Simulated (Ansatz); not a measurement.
# ScF3 (Pm-3m): relaxing the cell for a phonon run

Wanted: the relaxed cell of ScF3 (Pm-3m).

Program: Ansatz 0.2.0. Level of theory: DFT LDA, scalar-relativistic, plane waves, PAW. Results are calculated unless marked as measured.

**Measured values to reproduce.**

“Negative thermal expansion and local lattice distortion in the (Sc1-xTix)F3 and related solid solutions” (2016, arxiv:1612.02755) reports for ScF3, cubic ReO3-type, by synchrotron X-ray powder diffraction, structure refinement (undoped powder): lattice constant a (cubic lattice parameter a) 4.0115 ± 0.0001 Å [room-temperature value].

This is a report of a sequence of runs, with most program output left out.

### 1. The structure

Symmetry: Pm-3m, No. 221, cubic system. The conventional cell has a = 4.012 Å, b = 4.012 Å, c = 4.012 Å, α = 90.00°, β = 90.00°, γ = 90.00°. Sc has 6 F at 2.01 Å nearest. Nearest to F lie 2 Sc at 2.01 Å. Farther neighbours and most contacts between anions are not listed.

Structure file:

```cif
data_structure
_symmetry_space_group_name_H-M 'Pm-3m'
_symmetry_Int_Tables_number 221
_cell_length_a 4.0125
_cell_length_b 4.0125
_cell_length_c 4.0125
_cell_angle_alpha 90.000
_cell_angle_beta 90.000
_cell_angle_gamma 90.000
_cell_volume 64.60
loop_
_atom_site_label
_atom_site_type_symbol
_atom_site_symmetry_multiplicity
_atom_site_Wyckoff_symbol
_atom_site_fract_x
_atom_site_fract_y
_atom_site_fract_z
_atom_site_occupancy
Sc1 Sc 1 a 0.00000 0.00000 0.00000 1
F1 F 3 d 0.50000 0.00000 0.00000 1
```

### 2. Probe on a coarse mesh

A quick single point on a coarse mesh tells whether the cell has a gap and how far it is from rest, which sets the k mesh and smearing that follow.

File input.yaml:

```yaml
crystal:
  lattice:
    - [4.01245, 0.0, 0.0]
    - [0.0, 4.01245, 0.0]
    - [0.0, 0.0, 4.01245]
  atoms:
    - { symbol: Sc, position: [0.0, 0.0, 0.0] }
    - { symbol: F, position: [0.5, 0.0, 0.0] }
    - { symbol: F, position: [0.0, 0.5, 0.0] }
    - { symbol: F, position: [0.0, 0.0, 0.5] }
kpoints:
  mp_grid: { grid: [4, 4, 4] }
hamiltonian:
  xc: lda
scf:
  occupations: { method: gaussian, width: 0.1 }
output:
  forces: true
  stress: true
  eigenvalues: true
```

Command:

```
$ ansatz run input.yaml --threads 4 --pin off --max-ram 7168MiB --backend cpu --events-out ev --progress --plain --runs-dir out
```

Run time: 1.8 s. Hardware: 4 threads of Arm Neoverse N1, shared host; peak memory 0.29 GiB; 2 s of CPU time.

A gap read on the k-mesh alone can miss the band edges.

Numbers from this step:

```yaml
pressure: -2.961 GPa
gap_on_the_k_mesh: 6.212 eV
volume_per_atom: 16.15 Å³
direct_gap_on_mesh: 6.750 eV
```

The coarse mesh shows a gap of 6.21 eV and a pressure of -3.0 GPa.

### 3. Bringing the structure to rest

The cell and atoms are relaxed, since residual forces and stress would shift the frequencies.

input.yaml, the sections that differ from step 2:

```yaml
kpoints:
  mp_grid: { grid: [6, 6, 6] }
scf:
  occupations: { method: gaussian, width: 0.02 }
output:
  forces: true
  stress: true
  eigenvalues: true
  write_density: true
  write_potential: true
  elf: true
  volumetric_format: npy
relax:
  adjacent_minimum: "off"
  f_tol: 0.005
  max_steps: 80
  cell: { stress_tol: 0.05 }
# crystal, hamiltonian: as in step 2
```

It took 9.3 s on 4 threads; peak memory 0.33 GiB.

Step by step:

```
step  energy less that of the first step (eV)  largest force component (eV/Å)  pressure (GPa)  volume (Å³)
   1                                   0.0000                          0.0000           -2.97        64.60
   2                                  -0.0215                          0.0000           -0.85        63.32
   3                                  -0.0252                          0.0000            0.03        62.82
  4*                                  -0.0177                          0.0000           -0.20        62.82
   5                                  -0.0183                          0.0000            0.00        62.71
  6*                                  -0.0180                          0.0000           -0.01        62.71
```

Relaxation steps marked * repeat the geometry before them on a plane-wave basis chosen anew for their cell, so energy and pressure can jump there.

Forces are held to the 48 operations that the run works with; a distortion that breaks them can't arise in this run.

```
conventional cell, symmetrised  before  after  change
                         a (Å)   4.012  3.973  -1.0 %
                         b (Å)   4.012  3.973  -1.0 %
                         c (Å)   4.012  3.973  -1.0 %
              volume (Å³/atom)   16.15  15.68  -2.9 %
```

The relaxed structure:

```cif
data_structure
_symmetry_space_group_name_H-M 'P 1'
_symmetry_Int_Tables_number 1
_cell_length_a 3.9730
_cell_length_b 3.9730
_cell_length_c 3.9730
_cell_angle_alpha 90.000
_cell_angle_beta 90.000
_cell_angle_gamma 90.000
_cell_volume 62.71
loop_
_atom_site_label
_atom_site_type_symbol
_atom_site_fract_x
_atom_site_fract_y
_atom_site_fract_z
_atom_site_occupancy
Sc1 Sc 0.00000 0.00000 0.00000 1
F2 F 0.50000 0.00000 0.00000 1
F3 F 0.00000 0.50000 0.00000 1
F4 F 0.00000 0.00000 0.50000 1
```

This step gave:

- pressure: -0.01018 GPa
- gap on the k-mesh: 6.363 eV
- volume per atom: 15.68 Å³
- direct gap on mesh: 6.905 eV

Valence density in the ac plane at fractional y = 0.000, with atoms of Sc and F within 0.2 Å of it. It is the smooth field of the valence electrons, not physical close to the nuclei.

Ten even steps from '0' (0 e/Å³) to '9' (13 e/Å³), each cell a mean:
```
54100257410024
32000022100012
00000000000000
00000000000000
11000000000001
63100000000014
96100000000027
74100000000025
21000000000002
00000000000000
00000000000000
21000011100001
43100146310024
54200279610035
```
Columns run along a (4.0 Å), rows up along c (4.0 Å). Atoms in or near the plane, at fractional coordinates: Sc at (0.00, 0.00), F at (0.50, 0.00), F at (0.00, 0.50).

Electrostatic potential energy in the ac plane at fractional y = 0.000, with atoms of Sc and F within 0.2 Å of it. With pseudopotentials it is smooth inside the atoms' cores, unlike the true potential.

Values in eV, 14 rows by 14 columns, each cell a mean:
```
-60 -54 -29 -10  -2 -21 -37 -42 -35 -13  -3 -15 -38 -56
-45 -35 -18  -5   2  -4 -19 -25 -16   0   0  -9 -24 -38
-17 -13  -6   1   4   6   5   4   6   6   4  -1  -9 -15
 -4  -2   2   4   6   8   8   8   8   7   6   4   0  -3
-18 -10   3   6   8   9   9   9   9   8   7   6   0 -13
-40 -32  -7   7   9   9   9   9   9   9   8   6 -16 -35
-44 -39 -15   7   9   9   9   9   9   9   8   4 -25 -42
-42 -35 -10   7   9   9   9   9   9   9   8   5 -19 -37
-27 -18   1   7   8   9   9   9   9   9   8   6  -4 -21
 -4  -1   3   5   7   8   9   9   9   8   6   4   2  -2
-12  -9  -3   2   5   7   7   7   7   6   4   1  -5 -10
-34 -27 -14  -3   3   1 -10 -15  -7   3   2  -6 -18 -29
-59 -50 -27  -9  -1 -18 -35 -39 -32 -10  -2 -13 -35 -54
-60 -59 -34 -12  -4 -27 -42 -44 -40 -18  -4 -17 -45 -60
```
Columns run along a (4.0 Å; values clipped at the 3rd and 97th percentile), rows up along c (4.0 Å). Atoms in or near the plane, at fractional coordinates: Sc at (0.00, 0.00), F at (0.50, 0.00), F at (0.00, 0.50).

ELF in the ac plane at fractional y = 0.000, with atoms of Sc and F within 0.2 Å of it. It is the smooth field of the valence electrons, not physical close to the nuclei.

Values, 14 rows by 14 columns, each cell a mean:
```
0.34 0.60 0.66 0.23 0.42 0.79 0.73 0.64 0.75 0.72 0.28 0.35 0.72 0.53
0.71 0.72 0.49 0.13 0.33 0.75 0.80 0.80 0.80 0.65 0.21 0.20 0.61 0.72
0.40 0.33 0.14 0.05 0.16 0.51 0.68 0.71 0.65 0.39 0.10 0.06 0.20 0.35
0.30 0.26 0.18 0.07 0.05 0.17 0.34 0.42 0.31 0.11 0.04 0.10 0.21 0.28
0.74 0.72 0.58 0.30 0.07 0.03 0.07 0.10 0.06 0.03 0.11 0.39 0.65 0.72
0.69 0.77 0.78 0.57 0.21 0.03 0.01 0.01 0.01 0.06 0.31 0.65 0.80 0.75
0.48 0.70 0.80 0.65 0.31 0.05 0.01 0.00 0.01 0.10 0.42 0.71 0.80 0.64
0.64 0.76 0.79 0.60 0.24 0.03 0.01 0.01 0.01 0.07 0.34 0.68 0.80 0.73
0.79 0.79 0.69 0.41 0.11 0.02 0.03 0.05 0.03 0.03 0.17 0.51 0.75 0.79
0.45 0.40 0.28 0.12 0.04 0.11 0.24 0.31 0.21 0.07 0.05 0.16 0.33 0.42
0.27 0.21 0.09 0.04 0.12 0.41 0.60 0.65 0.57 0.30 0.07 0.05 0.13 0.23
0.69 0.64 0.37 0.09 0.28 0.69 0.79 0.80 0.78 0.58 0.18 0.14 0.49 0.66
0.46 0.66 0.64 0.21 0.40 0.79 0.76 0.70 0.77 0.72 0.26 0.33 0.72 0.60
0.10 0.46 0.69 0.27 0.45 0.79 0.64 0.48 0.69 0.74 0.30 0.40 0.71 0.34
```
Columns run along a (4.0 Å), rows up along c (4.0 Å). Atoms in or near the plane, at fractional coordinates: Sc at (0.00, 0.00), F at (0.50, 0.00), F at (0.00, 0.50).

In this step the volume went from 16.15 to 15.68 Å³/atom.

### 4. Tight relaxation

Phonons need a cell at rest on their own settings, so the relaxation is repeated with tight tolerances on forces and stress, using the mesh and the filling of the phonon run that follows.

input.yaml, the sections that differ from step 3:

```yaml
crystal:
  lattice:
    - [3.9729771813, 0.0, 0.0]
    - [0.0, 3.9729771813, 0.0]
    - [0.0, 0.0, 3.9729771813]
  atoms:
    - { symbol: Sc, position: [0.0, 0.0, 0.0] }
    - { symbol: F, position: [0.5, 0.0, 0.0] }
    - { symbol: F, position: [0.0, 0.5, 0.0] }
    - { symbol: F, position: [0.0, 0.0, 0.5] }
kpoints:
  mp_grid: { grid: [8, 8, 8] }
scf:
  occupations: { method: fixed }
relax:
  adjacent_minimum: "off"
  f_tol: 0.001
  max_steps: 60
  cell: { stress_tol: 0.01 }
# hamiltonian, output: as in step 3
```

It took 7.8 s on 4 threads; peak memory 0.36 GiB.

Little changed from the start: no atom moved by 0.005 Å and no cell edge by 0.1 %.

Numbers from this step:

```yaml
pressure: -0.003635 GPa
```

Valence density in the ac plane at fractional y = 0.000, with atoms of Sc and F within 0.2 Å of it. It is the smooth field of the valence electrons, not physical close to the nuclei.

Values in e/Å³, 14 rows by 14 columns, each cell a mean:
```
 7  5  2  1  1  3  7  9  6  2  1  1  3  6
 4  3  1  0  0  1  3  3  2  1  0  0  2  3
 1  1  0  0  0  0  1  1  1  0  0  0  0  1
 1  1  0  0  0  0  0  0  0  0  0  0  0  1
 2  1  1  0  0  0  0  0  0  0  0  0  1  2
 8  5  1  0  0  0  0  0  0  0  0  1  2  6
13  8  2  0  0  0  0  0  0  0  0  1  3  9
 9  6  2  0  0  0  0  0  0  0  0  1  3  7
 4  2  1  0  0  0  0  0  0  0  0  0  1  3
 1  1  0  0  0  0  0  0  0  0  0  0  0  1
 1  1  0  0  0  0  0  0  0  0  0  0  0  1
 3  2  1  0  0  1  2  2  1  1  0  0  1  2
 6  5  2  1  1  2  6  8  5  1  1  1  3  5
 7  6  3  1  1  4  9 13  8  2  1  1  4  7
```
Columns run along a (4.0 Å), rows up along c (4.0 Å). Atoms in or near the plane, at fractional coordinates: Sc at (0.00, 0.00), F at (0.50, 0.00), F at (0.00, 0.50).

ELF in the ac plane at fractional y = 0.000, with atoms of Sc and F within 0.2 Å of it. It is the smooth field of the valence electrons, not physical close to the nuclei.

Ten even steps from '_' (0.00) to '@' (0.80), each cell a mean:
```
==##%%::++@@@@##@@@@--==%%**
%%%%**..==@@@@@@@@%%::::##%%
++==..__..**%%%%%%==..__::==
----::____::==++--..__..::--
@@%%##--______..____..==%%@@
%%@@@@##::__________--%%@@@@
++%%@@%%--________..++%%@@##
##@@@@##::__________==%%@@@@
@@@@%%++..__________::**@@@@
++++--..__..::--::____..==++
--::..__..++##%%##--____..::
%%##==..--%%@@@@@@##::..**%%
++%%##::++@@@@%%@@%%--==%%##
..++%%--++@@##++%%@@--++%%==
```
Columns run along a (4.0 Å), rows up along c (4.0 Å). Atoms in or near the plane, at fractional coordinates: Sc at (0.00, 0.00), F at (0.50, 0.00), F at (0.00, 0.50).

Electrostatic potential energy in the ac plane at fractional y = 0.000, with atoms of Sc and F within 0.2 Å of it. With pseudopotentials it is smooth inside the atoms' cores, unlike the true potential.

Values in eV, 14 rows by 14 columns, each cell a mean:
```
-60 -54 -29 -10  -2 -21 -37 -42 -35 -13  -3 -15 -38 -56
-45 -35 -18  -5   2  -4 -19 -25 -16   0   0  -9 -24 -38
-17 -13  -6   1   4   6   5   4   6   6   4  -1  -9 -15
 -4  -2   2   4   6   8   8   8   8   7   6   4   0  -3
-18 -10   3   6   8   9   9   9   9   8   7   6   0 -13
-40 -32  -7   7   9   9   9   9   9   9   8   6 -16 -35
-44 -39 -15   7   9   9   9   9   9   9   8   4 -25 -42
-42 -35 -10   7   9   9   9   9   9   9   8   5 -19 -37
-27 -18   1   7   8   9   9   9   9   9   8   6  -4 -21
 -4  -1   3   5   7   8   9   9   9   8   6   4   2  -2
-12  -9  -3   2   5   7   7   7   7   6   4   1  -5 -10
-34 -27 -14  -3   3   1 -10 -15  -7   3   2  -6 -18 -29
-59 -50 -27  -9  -1 -18 -35 -39 -32 -10  -2 -13 -35 -54
-60 -59 -34 -12  -4 -27 -42 -44 -40 -18  -4 -17 -45 -60
```
Columns run along a (4.0 Å; values clipped at the 3rd and 97th percentile), rows up along c (4.0 Å). Atoms in or near the plane, at fractional coordinates: Sc at (0.00, 0.00), F at (0.50, 0.00), F at (0.00, 0.50).

The forces vanish by symmetry and the pressure is -0.004 GPa, within the tolerances set. The cell now holds 15.68 Å³/atom.

### 5. What came out

```yaml
space_group_after_relaxation_within_0p01_a: Pm-3m
lattice_constant_a: 3.973 Å
lattice_constant_b: 3.973 Å
lattice_constant_c: 3.973 Å
volume_per_atom: 15.7 Å³
gap_on_the_k_mesh: 6.36 eV
```

**Reading.** The forces vanish by symmetry and the pressure is -0.004 GPa, within the tolerances set. The cell now holds 15.68 Å³/atom. The relaxation keeps the symmetry of its start, so it says nothing on stability against lower symmetry.

Calculation against experiment:

| quantity | measured | LDA, PAW |
| --- | --- | --- |
| lattice constant a (Å) | 4.0115 | 3.973 (-1.0 %) |

Measured values from arxiv:1612.02755 (2016).

Verdict: The lattice constant a is off by -1.0 %: fair agreement. The grades are ours: good and fair within 0.7 and 1.5 % for the lattice constant a. Zero-point motion and thermal expansion are not in the computed lattice constants.

[Logs are printed without paths, hosts, clocks, repeated set-up lines and the standing remarks that a program may print on its own settings, such as how far it seeks lower states.]

[Hosts, paths, dates, database ids (printed as entryN), source tags and the programs' standing remarks are cut or masked in the printed files.]
